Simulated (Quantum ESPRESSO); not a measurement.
# MgS (F-43m): phonon frequency against volume, with a fit

By how much does an optical zone-centre mode of MgS (F-43m) shift under hydrostatic pressure?

Calculated with Quantum ESPRESSO 7.5; DFT LDA, scalar-relativistic, plane waves, GBRV ultrasoft pseudopotentials.

## 1. The relaxed structure

It takes space group F-43m (No. 216, cubic). The conventional cell has a = 5.593 Å, b = 5.593 Å, c = 5.593 Å, α = 90.00°, β = 90.00°, γ = 90.00°. Nearest to Mg lie 4 S at 2.42 Å. Nearest to S lie 4 Mg at 2.42 Å. Farther neighbours and most contacts between anions are not listed.

This is the cell after its relaxation at this level of theory, not the database cell from which that began.

## 2. Runs at several volumes

The relaxed cell is scaled uniformly; in this structure symmetry fixes all atoms, so nothing has to be relaxed anew. Each volume gets a ground state and a response at Γ. The mode followed is the highest one without the macroscopic field, of symmetry T2; longitudinal polar modes lie higher. Cutoff 55 Ry, k mesh 8×8×8.

From the response at V/V₀ = 0.94:

Output:

```text
[banners, grids, parts of the stress and lines that vanish by symmetry left out]
Program PHONON v.7.5
     Reading xml data from directory:

[...]
Exchange-correlation= PZ
                           (   1   1   0   0   0   0   0)
[...]
kinetic-energy cut-off    =      55.0000  Ry
     charge density cut-off    =     440.0000  Ry
     convergence threshold     =      1.0E-18
[...]
Exchange-correlation= PZ
                           (   1   1   0   0   0   0   0)
[...]
q = (   0.0000000   0.0000000   0.0000000 )
     25 Sym.Ops. (with q -> -q+G )
     G cutoff = 1194.6593  (  43215 G-vectors)     FFT grid: ( 50, 50, 50)
     G cutoff =  597.3296  (  15353 G-vectors)  smooth grid: ( 36, 36, 36)
     number of k points=    29
[...]
Mode symmetry, T_d (-43m)  point group:
[...]
Dielectric constant
[...]
End of electric fields calculation
          Dielectric constant in cartesian axis
          (       4.234906436      -0.000000000       0.000000000 )
          (      -0.000000000       4.234906436       0.000000000 )
          (       0.000000000       0.000000000       4.234906436 )
          Effective charges (d Force / dE) in cartesian axis without acoustic sum rule applied (asr)
           atom    1  Mg    Mean Z*:        1.83880
      Ex  (        1.83880        0.00000       -0.00000 )
      Ey  (       -0.00000        1.83880       -0.00000 )
      Ez  (       -0.00000       -0.00000        1.83880 )
           atom    2  S     Mean Z*:       -1.83967
      Ex  (       -1.83967       -0.00000        0.00000 )
      Ey  (       -0.00000       -1.83967       -0.00000 )
      Ez  (        0.00000       -0.00000       -1.83967 )
          Effective charges Sum: Mean:       -0.00088
[...]
Effective charges (d Force / dE) in cartesian axis with asr applied:
           atom    1  Mg    Mean Z*:        1.83924
[...]
atom    2  S     Mean Z*:       -1.83924
[...]
Representation #   1 modes #   1   2   3
[...]
End of self-consistent calculation
     Convergence has been achieved
     Representation #   2 modes #   4   5   6
[...]
End of self-consistent calculation
     Convergence has been achieved
[...]
Dielectric constant in cartesian axis
          (       4.234906436      -0.000000000       0.000000000 )
          (      -0.000000000       4.234906436       0.000000000 )
          (       0.000000000       0.000000000       4.234906436 )
          Effective charges (d Force / dE) in cartesian axis without acoustic sum rule applied (asr)
           atom    1  Mg    Mean Z*:        1.83880
      Ex  (        1.83880        0.00000       -0.00000 )
      Ey  (       -0.00000        1.83880       -0.00000 )
      Ez  (       -0.00000       -0.00000        1.83880 )
           atom    2  S     Mean Z*:       -1.83967
      Ex  (       -1.83967       -0.00000        0.00000 )
      Ey  (       -0.00000       -1.83967       -0.00000 )
      Ez  (        0.00000       -0.00000       -1.83967 )
          Effective charges Sum: Mean:       -0.00088
[...]
Effective charges (d Force / dE) in cartesian axis with asr applied:
           atom    1  Mg    Mean Z*:        1.83924
[...]
atom    2  S     Mean Z*:       -1.83924
[...]
q = (    0.000000000   0.000000000   0.000000000 )
[...]
freq (    1) =      -0.228896 [THz] =      -7.635140 [cm-1]
     freq (    2) =      -0.228896 [THz] =      -7.635140 [cm-1]
     freq (    3) =      -0.228896 [THz] =      -7.635140 [cm-1]
     freq (    4) =      11.319431 [THz] =     377.575582 [cm-1]
     freq (    5) =      11.319431 [THz] =     377.575582 [cm-1]
     freq (    6) =      11.319431 [THz] =     377.575582 [cm-1]
[...]
Mode symmetry, T_d (-43m)  point group:
     freq (   1-   3) =         -7.6  [cm-1]   --> T_2  G_15 P_4   I+R
     freq (   4-   6) =        377.6  [cm-1]   --> T_2  G_15 P_4   I+R

   JOB DONE.
```

One volume, V/V₀ = 1, is held back as a test.

```csv
V/V₀,volume (Å³/atom),pressure (GPa),ω (cm⁻¹)
0.94,20.556,4.35,377.58
0.97,21.212,2.02,360.10
1,21.868,0.03,held back
1.03,22.524,-1.69,328.15
1.06,23.180,-3.17,313.35
```

## 3. The fit

The mode Grüneisen parameter is γ = −d ln ω / d ln V.

| ln(V/V₀) | ln ω |
| --- | --- |
| -0.0619 | 5.9338 |
| -0.0305 | 5.8864 |
| 0.0296 | 5.7935 |
| 0.0583 | 5.7473 |

A straight line through these points has the slope -1.551, so γ = 1.55; at V/V₀ = 1 it predicts ω = exp(5.8385 + 0.0000) = 343.26 cm⁻¹.

A parabola of pressure against ln V through V/V₀ = 0.97, 1 and 1.03 gives the bulk modulus B = −dP/d ln V = 62 GPa at V₀. With ω₀ from the fitted line the pressure coefficient follows as dω/dP = γ ω₀ / B = 1.55 × 343.3 / 62 = 8.62 cm⁻¹/GPa.

## 4. The run that was held back

Output:

```text
[banners, grids, parts of the stress and lines that vanish by symmetry left out]
[banner, memory and clock lines left out]
Program PHONON v.7.5

[...]
Exchange-correlation= PZ
                           (   1   1   0   0   0   0   0)
[...]
kinetic-energy cut-off    =      55.0000  Ry
     charge density cut-off    =     440.0000  Ry
     convergence threshold     =      1.0E-18
[...]
Exchange-correlation= PZ
                           (   1   1   0   0   0   0   0)
[...]
q = (   0.0000000   0.0000000   0.0000000 )
     25 Sym.Ops. (with q -> -q+G )
     G cutoff = 1244.9698  (  45863 G-vectors)     FFT grid: ( 50, 50, 50)
     G cutoff =  622.4849  (  16361 G-vectors)  smooth grid: ( 36, 36, 36)
     number of k points=    29
[...]
Mode symmetry, T_d (-43m)  point group:
[...]
Dielectric constant
[...]
End of electric fields calculation
          Dielectric constant in cartesian axis
          (       4.211754200      -0.000000000       0.000000000 )
          (      -0.000000000       4.211754200       0.000000000 )
          (       0.000000000       0.000000000       4.211754200 )
          Effective charges (d Force / dE) in cartesian axis without acoustic sum rule applied (asr)
           atom    1  Mg    Mean Z*:        1.87301
      Ex  (        1.87301        0.00000       -0.00000 )
      Ey  (        0.00000        1.87301        0.00000 )
      Ez  (       -0.00000        0.00000        1.87301 )
           atom    2  S     Mean Z*:       -1.87379
      Ex  (       -1.87379        0.00000        0.00000 )
[...]
Representation #   1 modes #   1   2   3
[...]
End of self-consistent calculation
     Convergence has been achieved
     Representation #   2 modes #   4   5   6
[...]
End of self-consistent calculation
     Convergence has been achieved
[...]
Dielectric constant in cartesian axis
          (       4.211754200      -0.000000000       0.000000000 )
          (      -0.000000000       4.211754200       0.000000000 )
          (       0.000000000       0.000000000       4.211754200 )
          Effective charges (d Force / dE) in cartesian axis without acoustic sum rule applied (asr)
           atom    1  Mg    Mean Z*:        1.87301
      Ex  (        1.87301        0.00000       -0.00000 )
      Ey  (        0.00000        1.87301        0.00000 )
      Ez  (       -0.00000        0.00000        1.87301 )
           atom    2  S     Mean Z*:       -1.87379
      Ex  (       -1.87379        0.00000        0.00000 )
      Ey  (        0.00000       -1.87379       -0.00000 )
      Ez  (        0.00000       -0.00000       -1.87379 )
          Effective charges Sum: Mean:       -0.00077
[...]
Effective charges (d Force / dE) in cartesian axis with asr applied:
           atom    1  Mg    Mean Z*:        1.87340
[...]
atom    2  S     Mean Z*:       -1.87340
[...]
q = (    0.000000000   0.000000000   0.000000000 )
[...]
freq (    1) =      -0.352945 [THz] =     -11.772985 [cm-1]
     freq (    2) =      -0.352945 [THz] =     -11.772985 [cm-1]
     freq (    3) =      -0.352945 [THz] =     -11.772985 [cm-1]
     freq (    4) =      10.303141 [THz] =     343.675794 [cm-1]
     freq (    5) =      10.303141 [THz] =     343.675794 [cm-1]
     freq (    6) =      10.303141 [THz] =     343.675794 [cm-1]
[...]
Mode symmetry, T_d (-43m)  point group:
     freq (   1-   3) =        -11.8  [cm-1]   --> T_2  G_15 P_4   I+R
     freq (   4-   6) =        343.7  [cm-1]   --> T_2  G_15 P_4   I+R
```

It gives 343.68 cm⁻¹ against the predicted 343.26 cm⁻¹, a miss of 0.4 cm⁻¹.

## 5. Summary of results

* mode Grüneisen parameter: 1.551
* bulk modulus: 61.8 GPa
* pressure coefficient: 8.62 cm⁻¹/GPa

**Reading.** The highest optical mode of MgS (F-43m) without the LO-TO term stiffens by 8.62 cm⁻¹ a GPa near the relaxed volume, with γ = 1.55. The power law meets all 5 runs within 0.13 %; between neighbouring volumes γ runs from 1.51 to 1.61. Such a coefficient turns a measured shift of this mode into a hydrostatic stress; uniaxial or biaxial stress splits the mode and needs deformation potentials. The acoustic modes of the response miss zero by 12 cm⁻¹, a numerical error that can touch the optical modes as well. These are harmonic values at zero temperature for the structure held cubic, which a run at Γ can't show to be stable; the bulk modulus rests on three points.

[Host names and launcher messages were left out of these logs when they were recorded.]

[Logs are printed without paths, hosts, clocks, repeated set-up lines and the standing remarks that a program may print on its own settings, such as how far it seeks lower states.]

[Hosts, paths, dates, database ids (printed as entryN), source tags and the programs' standing remarks are cut or masked in the printed files.]
